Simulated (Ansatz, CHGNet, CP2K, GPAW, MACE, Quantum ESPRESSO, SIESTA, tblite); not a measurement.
## SIESTA on W(100)/Au(100) interface (51 atoms): settings against a plane-wave reference

How do the settings of SIESTA change the result for W(100)/Au(100) interface (51 atoms)? A plane-wave run serves as the yardstick.

Main program and level: SIESTA 5.4.2; the method is named at each step.

## (1) Set-up

The cell holds 51 atoms: 24 W and 27 Au. Cell: a = 8.952 Å, b = 8.952 Å, c = 22.049 Å, α = 90.0°, β = 90.0°, γ = 90.0°. Bcc W(100), 3 repeat layers, 8 surface cells, strained +0.00 and +0.00 %; fcc Au(100), 3 layers, 9 cells, +3.48 and +3.48 %; outer planes 2.92 Å apart, 12 Å of vacuum above; not relaxed, displaced by a Gaussian of 0.02 Å. Then every atom was moved at random, 0.05 Å r.m.s. a Cartesian component. Regions: W, 24 atoms (24 W); Au, 27 atoms (27 Au). Vacuum lies along c.

The yardstick, on the same geometry:

```
method                 : Kohn-Sham DFT, PBE, SSSP efficiency 1.3.0 pseudopotentials, plane waves (Quantum ESPRESSO 7.5); sssp-pbe-1.3.0-efficiency, cutoffs 45/360 Ry, Γ point
r.m.s. force component : 0.64 eV/Å
longest force          : 2.056 eV/Å
time                   : 9.9 min on 4 MPI ranks of Arm Neoverse V1, shared host
CPU time               : 40 min
```

## (2) PBE, DZP, shift 0.01 Ry, mesh 300 Ry

Method: Kohn-Sham DFT, PBE, PseudoDojo 0.4.1 norm-conserving pseudopotentials (converted to PSML), numerical atomic orbitals (DZP), diagonalisation.

The .psml files are PseudoDojo norm-conserving potentials that we converted to this format, checked against plane waves on the same files for H, C, O, Si, Ge and Ca alone.

Input file input.fdf:

```
SystemLabel cell
NumberOfAtoms 51
NumberOfSpecies 2
%block ChemicalSpeciesLabel
  1 74 W
  2 79 Au
%endblock ChemicalSpeciesLabel
LatticeConstant 1.0 Ang
%block LatticeVectors
  8.95200 0.00000 0.00000
  0.00000 8.95200 0.00000
  0.00000 0.00000 22.04922
%endblock LatticeVectors
PAO.BasisSize DZP
PAO.EnergyShift 0.01 Ry
XC.Functional GGA
XC.Authors PBE
MeshCutoff 300 Ry
%block kgrid_Monkhorst_Pack
  1 0 0 0.0
  0 1 0 0.0
  0 0 1 0.0
%endblock kgrid_Monkhorst_Pack
SolutionMethod diagon
OccupationFunction FD
ElectronicTemperature 580 K
SCF.Mixer.Method Pulay
SCF.Mixer.Weight 0.05
SCF.Mixer.History 8
SCF.Mix Hamiltonian
MaxSCFIterations 300
SCF.DM.Tolerance 1e-04
SCF.H.Tolerance 1.0e-3 eV
WriteForces T
Write.HirshfeldPop T
Write.VoronoiPop T
Write.DM F
Write.H F
XML.Write F
AtomicCoordinatesFormat Fractional
%block AtomicCoordinatesAndAtomicSpecies
  0.74248 0.75687 0.27079 1
  0.76173 0.49771 0.34124 1
  0.74931 0.74563 0.41362 1
  0.73904 0.24699 0.27461 1
  0.75356 0.99912 0.34326 1
  0.76011 0.25641 0.41512 1
  0.48862 0.50264 0.27374 1
  0.49392 0.26018 0.34704 1
  0.50134 0.50220 0.41205 1
  0.49949 0.00978 0.27419 1
  0.50251 0.75750 0.34532 1
  0.49403 0.00499 0.42103 1
  0.25102 0.75237 0.27131 1
  0.24292 0.50646 0.33962 1
  0.25533 0.73901 0.41718 1
  0.24681 0.24639 0.26985 1
  0.25535 0.99602 0.34144 1
  0.23959 0.25065 0.41794 1
  0.00623 0.50590 0.27283 1
  0.99403 0.25343 0.34286 1
  0.99744 0.49309 0.41350 1
  0.99544 0.99591 0.26806 1
  0.99275 0.75140 0.34239 1
  0.99644 0.98975 0.41651 1
  0.39205 0.81893 0.54771 2
  0.57103 0.98215 0.63866 2
  0.72230 0.81413 0.73021 2
  0.40207 0.14911 0.54718 2
  0.57208 0.30899 0.63772 2
  0.74016 0.15450 0.72547 2
  0.39611 0.47596 0.55246 2
  0.54981 0.65217 0.64097 2
  0.72930 0.48191 0.72403 2
  0.73998 0.81042 0.54667 2
  0.89833 0.98426 0.63467 2
  0.06331 0.81037 0.73299 2
  0.73270 0.14806 0.54991 2
  0.89899 0.30977 0.64041 2
  0.06553 0.14662 0.73010 2
  0.72646 0.47698 0.54449 2
  0.90132 0.64298 0.63839 2
  0.06651 0.48303 0.72886 2
  0.06550 0.81333 0.54896 2
  0.22754 0.98692 0.63682 2
  0.38543 0.81340 0.72407 2
  0.07374 0.15139 0.55159 2
  0.24171 0.31597 0.63481 2
  0.39199 0.15800 0.72060 2
  0.06335 0.47064 0.55036 2
  0.22332 0.65098 0.63769 2
  0.39868 0.48756 0.73072 2
%endblock AtomicCoordinatesAndAtomicSpecies
```

Command:

```sh
$ OMP_NUM_THREADS=1 mpirun -np 2 siesta < input.fdf > output.txt
```

Log:

```text
Version         : 5.4.2
reinit: System Name:
reinit: System Label: cell
initatom: Reading input for the pseudopotentials and atomic orbitals ----------
Species number:   1 Atomic number:   74 Label: W
Species number:   2 Atomic number:   79 Label: Au
Ground state valence configuration (from tables):   6s02  6p00  5d04  5f00
Ground state valence configuration (from tables):   6s01  6p00  5d10  5f00
---- Processing specs for species: W
GGA--PBE XC_GGA_X_PBE--XC_GGA_C_PBE pb
Semicore shell(s) with  8 electrons included in the valence for W
---- Processing specs for species: Au
GGA--PBE XC_GGA_X_PBE--XC_GGA_C_PBE pb
Semicore shell(s) with  8 electrons included in the valence for Au
Semicore shell(s): 5s 5p
Fallback to non-perturbative polarization scheme for W
Please see the manual if this is not desired in principle
Semicore shell(s): 5s 5p
Fallback to non-perturbative polarization scheme for Au
Please see the manual if this is not desired in principle
Using PAO.SplitTailNorm
%block ChemicalSpeciesLabel
    1   74 W                       # Species index, atomic number, species label
    2   79 Au                      # Species index, atomic number, species label
%endblock ChemicalSpeciesLabel
%block PAO.Basis                 # Define Basis set
W                     5                    # Species label, number of l-shells
 n=5   0   1                         # n, l, Nzeta
   2.777
   1.000
 n=6   0   2                         # n, l, Nzeta
   6.681      4.937
   1.000      1.000
 n=5   1   1                         # n, l, Nzeta
   3.293
[...]
5.647      3.913
[...]
Au                    5                    # Species label, number of l-shells
[...]
n=6   1   1                         # n, l, Nzeta
   6.130
   1.000
 n=5   2   2                         # n, l, Nzeta
   4.668      3.122
   1.000      1.000
%endblock PAO.Basis
coor:   Atomic-coordinates input format  =     Fractional
siesta: System type = slab
initatomlists: Number of atoms, orbitals, and projectors:     51   969  1443
siesta: ******************** Simulation parameters ****************************
Total number of electrons:   849.000000
Total ionic charge:   849.000000
 Kpoints in:            1 . Kpoints trimmed:            1
siesta: k-grid: Number of k-points = 1
siesta: k-points from Monkhorst-Pack grid
siesta: k-cutoff (effective) =     4.476 Ang
siesta: k-point supercell and displacements
siesta: k-grid:     1     0     0      0.000
siesta: k-grid:     0     1     0      0.000
siesta: k-grid:     0     0     1      0.000
                     ====================================
                        Single-point calculation
                     ====================================
outcell: Unit cell vectors (Ang):
        8.952000    0.000000    0.000000
        0.000000    8.952000    0.000000
        0.000000    0.000000   22.049220
outcell: Cell vector modules (Ang)   :    8.952000    8.952000   22.049220
outcell: Cell angles (23,13,12) (deg):     90.0000     90.0000     90.0000
outcell: Cell volume (Ang**3)        :   1766.9871
Gamma-point calculation with interaction between periodic images
Gamma-point calculation with interaction between periodic images
Some features might not work optimally:
Some features might not work optimally:
e.g. DM initialization from atomic data
e.g. DM initialization from atomic data
new_DM -- step:     1
Initializing Density Matrix...
Attempting to read DM from file... Failed...
DM filled with atomic data:
InitMesh: MESH = 96 x 96 x 240 = 2211840
InitMesh: Mesh cutoff (required, used) =   300.000   317.837 Ry
stepf: Fermi-Dirac step function
        iscf     Eharris(eV)        E_KS(eV)     FreeEng(eV)     dDmax    Ef(eV) dHmax(eV)
   scf:    1  -148629.498086  -155080.423852  -155080.842141  1.876640 -0.880650144.695471
   scf:    2  -121483.865278  -149160.092274  -149160.491412  6.551372  0.199150244.908317
   scf:    3  -161217.907731  -157639.176127  -157639.632740  6.232305 -1.038034 69.462520
   scf:    4  -156618.203253  -157959.355147  -157960.031189  1.591531 -1.994540 47.059106
   scf:    5  -153029.694226  -155978.691978  -155979.420165  0.629968 -1.717124133.848946
   scf:    6  -158645.051935  -157779.626161  -157780.335601  0.578152 -1.787625 50.030189
   scf:    7  -151698.371049  -155643.902814  -155644.543432  0.936742 -2.645444153.486509
   scf:    8  -156548.445273  -156111.538944  -156112.164004  0.172242 -2.787028135.285650
   scf:    9  -157590.676776  -156900.041800  -156900.988275  0.198886 -2.996486103.849903
[...]
scf:   35  -158320.289824  -158320.289814  -158320.870311  0.000071 -3.020861  0.001614
   scf:   36  -158320.289808  -158320.289811  -158320.870312  0.000053 -3.020918  0.000978
SCF Convergence by DM+H criterion
max |DM_out - DM_in|         :     0.0000527439
max |H_out - H_in|      (eV) :     0.0009775365
SCF cycle converged after 36 iterations
Using DM_out to compute the final energy and forces
siesta: E_KS(eV) =          -158320.2898
siesta: E_KS - E_eggbox =   -158320.2898
siesta: Atomic forces (eV/Ang):
     1    0.009325    0.712464    1.702952
     2   -2.059813    0.638085   -0.094003
     3    0.305422    0.247438   -0.080407
[...]
50    0.105015   -0.210622    0.306541
    51   -0.220653   -0.219600   -0.697026
----------------------------------------
   Tot   -0.031173   -0.032397   -0.013459
----------------------------------------
   Max    2.059813
   Res    0.667105    sqrt( Sum f_i^2 / 3N )
----------------------------------------
   Max    2.059813    constrained
Stress tensor Voigt[x,y,z,yz,xz,xy] (kbar):       81.00       81.96       73.76        0.58       -0.19       -0.02
(Free)E + p*V (eV/cell)  -158407.8927
Target enthalpy (eV/cell)  -158320.8703
siesta: Program's energy decomposition (eV):
siesta: Ebs     =    -27867.959949
siesta: Eions   =    226816.859551
siesta: Ena     =     41875.966868
siesta: Ekin    =     44386.258369
siesta: Enl     =      9952.301805
siesta: DEna    =      2095.191705
siesta: DUscf   =        64.128212
siesta: Ex      =    -28052.090627
siesta: Ec      =     -1825.186592
siesta: Exc     =    -29877.277219
siesta: Eharris =   -158320.289808
siesta: Etot    =   -158320.289811
siesta: FreeEng =   -158320.870312
siesta: Final energy (eV):
siesta:  Band Struct. =  -27867.959949
siesta:       Kinetic =   44386.258369
siesta:       Hartree =  330233.026533
siesta:         Exch. =  -28052.090627
siesta:         Corr. =   -1825.186592
siesta:   Exch.-corr. =  -29877.277219
siesta:  Ion-electron = -711638.387888
siesta:       Ion-ion =  208576.090393
siesta:         Total = -158320.289811
siesta:         Fermi =      -3.020918
siesta: Stress tensor (static) (eV/Ang**3):
siesta:     0.050554   -0.000010   -0.000117
siesta:    -0.000010    0.051158    0.000360
siesta:    -0.000117    0.000360    0.046035
siesta: Cell volume =       1766.987095 Ang**3
siesta: Pressure (static):
siesta:                Solid            Molecule  Units
siesta:          -0.00053639         -0.00039770  Ry/Bohr**3
siesta:          -0.04924902         -0.03651542  eV/Ang**3
siesta:         -78.90563634        -58.50415342  kBar
    Orbital volume contribution        =          33.890655 eV
    (Free)E + p_basis*V_orbitals       =     -158286.979657 eV
    (Free)Eharris+ p_basis*V_orbitals  =     -158286.979653 eV
siesta: Electric dipole (a.u.)  =    0.000000   -0.000000   -2.172301
siesta: Electric dipole (Debye) =    0.000000   -0.000000   -5.521439
Hirshfeld Atomic Populations:
Atom #   charge [q] valence [e]  Species
     1     0.021827   13.978173  W
     2    -0.026025   14.026025  W
     3    -0.011350   14.011350  W
[...]
25     0.006900   18.993100  Au
    26     0.013340   18.986660  Au
    27    -0.032441   19.032441  Au
[...]
--------------------
 Total    -0.000061
Voronoi Atomic Populations:
Atom #   charge [q] valence [e]  Species
[...]
23     0.000364   13.999636  W
    24     0.064986   13.935014  W
[...]
50     0.025056   18.974944  Au
    51    -0.029034   19.029034  Au
--------------------
 Total    -0.000061
```

The job ended after 2.7 min (2 MPI ranks of Arm Neoverse V1, shared host; peak memory 1.2 GiB).

Banners, paths, timers and routine set-up lines are dropped from the logs unmarked, and long logs keep their key lines alone; longer cuts are marked.

Numbers from this run, and their distance from the reference:

| Quantity | Value |
| --- | --- |
| r.m.s. force component | 0.6671 eV/Å |
| r.m.s. difference of force components | 106 meV/Å |
| longest difference of force vectors | 346.9 meV/Å |
| force difference over r.m.s. force | 16.56 % |
| slope of forces against the reference's | 1.03 |
| correlation of force components | 0.9877 |

Length of the force difference by element (eV/Å):

| element | atoms | mean | most |
| --- | --- | --- | --- |
| Au | 27 | 0.17 | 0.35 |
| W | 24 | 0.16 | 0.31 |

Local excerpt of 9 atoms (numbers count through the whole input) about W2, which bears the longest force; x, y, z are measured from there.

| atom | x | y | z | distance (Å) | Hirshfeld charge (e) | Fx | Fy | Fz (eV/Å) |
| --- | --- | --- | --- | --- | --- | --- | --- | --- |
| W2 | 0.00 | 0.00 | 0.00 | 0.00 | -0.03 | -2.06 | 0.64 | -0.09 |
| W21 | 2.11 | -0.04 | 1.59 | 2.64 | -0.01 | -0.11 | -0.17 | 0.14 |
| W19 | 2.19 | 0.07 | -1.51 | 2.66 | 0.02 | 0.47 | 0.14 | 0.70 |
| W4 | -0.20 | -2.24 | -1.47 | 2.69 | 0.02 | -0.33 | -0.75 | 1.31 |
| W6 | -0.01 | -2.16 | 1.63 | 2.71 | 0.00 | 0.46 | -0.08 | -0.10 |
| W3 | -0.11 | 2.22 | 1.60 | 2.74 | -0.01 | 0.31 | 0.25 | -0.08 |
| W1 | -0.17 | 2.32 | -1.55 | 2.80 | 0.02 | 0.01 | 0.71 | 1.70 |
| W9 | -2.33 | 0.04 | 1.56 | 2.81 | 0.00 | -0.35 | 0.64 | 0.13 |
| W7 | -2.44 | 0.04 | -1.49 | 2.86 | 0.01 | -0.21 | 0.36 | 1.49 |

Forces lie 17 % from the reference's, at 0.13 times its CPU time (on 2 against 4 cores).

## (3) PBE, SZ, shift 0.01 Ry, mesh 300 Ry

Method: Kohn-Sham DFT, PBE, PseudoDojo 0.4.1 norm-conserving pseudopotentials (converted to PSML), numerical atomic orbitals (SZ), diagonalisation.

input.fdf: that of step 2 with these lines changed.

```diff
@@ -13,3 +13,3 @@
 %endblock LatticeVectors
-PAO.BasisSize DZP
+PAO.BasisSize SZ
 PAO.EnergyShift 0.01 Ry
```

Command:

```sh
$ OMP_NUM_THREADS=1 siesta < input.fdf > output.txt
```

Log:

```text
Version         : 5.4.2
reinit: System Name:
reinit: System Label: cell
initatom: Reading input for the pseudopotentials and atomic orbitals ----------
Species number:   1 Atomic number:   74 Label: W
Species number:   2 Atomic number:   79 Label: Au
Ground state valence configuration (from tables):   6s02  6p00  5d04  5f00
Ground state valence configuration (from tables):   6s01  6p00  5d10  5f00
---- Processing specs for species: W
GGA--PBE XC_GGA_X_PBE--XC_GGA_C_PBE pb
Semicore shell(s) with  8 electrons included in the valence for W
[... lines left out ...]
        iscf     Eharris(eV)        E_KS(eV)     FreeEng(eV)     dDmax    Ef(eV) dHmax(eV)
[... lines left out ...]
SCF Convergence by DM+H criterion
[... lines left out ...]
SCF cycle converged after 26 iterations
[... lines left out ...]
   Max    3.548884
[... lines left out ...]
   Max    3.548884    constrained
Stress tensor Voigt[x,y,z,yz,xz,xy] (kbar):       79.48       80.73       96.61        0.36        0.10        0.10
[... lines left out ...]
siesta: FreeEng =   -158122.680884
[... lines left out ...]
siesta:         Fermi =       0.362747
siesta: Stress tensor (static) (eV/Ang**3):
siesta:     0.049608    0.000064    0.000061
siesta:     0.000064    0.050388    0.000224
siesta:     0.000061    0.000224    0.060298
siesta: Cell volume =       1766.987095 Ang**3
siesta: Pressure (static):
siesta:                Solid            Molecule  Units
siesta:          -0.00058194         -0.00040233  Ry/Bohr**3
siesta:          -0.05343108         -0.03693979  eV/Ang**3
siesta:         -85.60603261        -59.18406446  kBar
    Orbital volume contribution        =          17.699561 eV
    (Free)E + p_basis*V_orbitals       =     -158104.981323 eV
    (Free)Eharris+ p_basis*V_orbitals  =     -158104.981246 eV
siesta: Electric dipole (a.u.)  =    0.000000   -0.000000   -1.511375
siesta: Electric dipole (Debye) =    0.000000   -0.000000   -3.841532
Hirshfeld Atomic Populations:
Atom #   charge [q] valence [e]  Species
     1     0.012912   13.987088  W
     2    -0.015863   14.015863  W
     3    -0.037918   14.037918  W
[...]
25     0.014220   18.985780  Au
    26     0.029564   18.970436  Au
    27    -0.057180   19.057180  Au
[...]
--------------------
 Total    -0.000028
Voronoi Atomic Populations:
Atom #   charge [q] valence [e]  Species
[...]
23     0.005386   13.994614  W
    24    -0.021682   14.021682  W
[...]
50     0.059630   18.940370  Au
    51    -0.067994   19.067994  Au
--------------------
 Total    -0.000027
```

Run time: 1.7 min. Hardware: 1 thread; peak memory 0.61 GiB.

Numbers from this run, and their distance from the reference:

```
r.m.s. force component                  : 0.9409 eV/Å
r.m.s. difference of force components   : 453.3 meV/Å
longest difference of force vectors     : 1666 meV/Å
force difference over r.m.s. force      : 70.84 %
slope of forces against the reference's : 1.33
correlation of force components         : 0.9045
```

This is a coarse setting, run to see what it loses.

Against the first run (17 %), the force difference from the reference is 71 %, at 0.32 times the CPU time (on 1 against 2 cores), with 510 basis functions against 969: the smaller basis costs accuracy.

(Continued in part 2 of 2.)

[Also dropped from logs without a mark: logging warnings of Python, and SIESTA's first energy breakdown and zero terms.]

[Logs are printed without paths, hosts, clocks, repeated set-up lines and the standing remarks that a program may print on its own settings, such as how far it seeks lower states.]

[Hosts, paths, dates, database ids (printed as entryN), source tags and the programs' standing remarks are cut or masked in the printed files.]
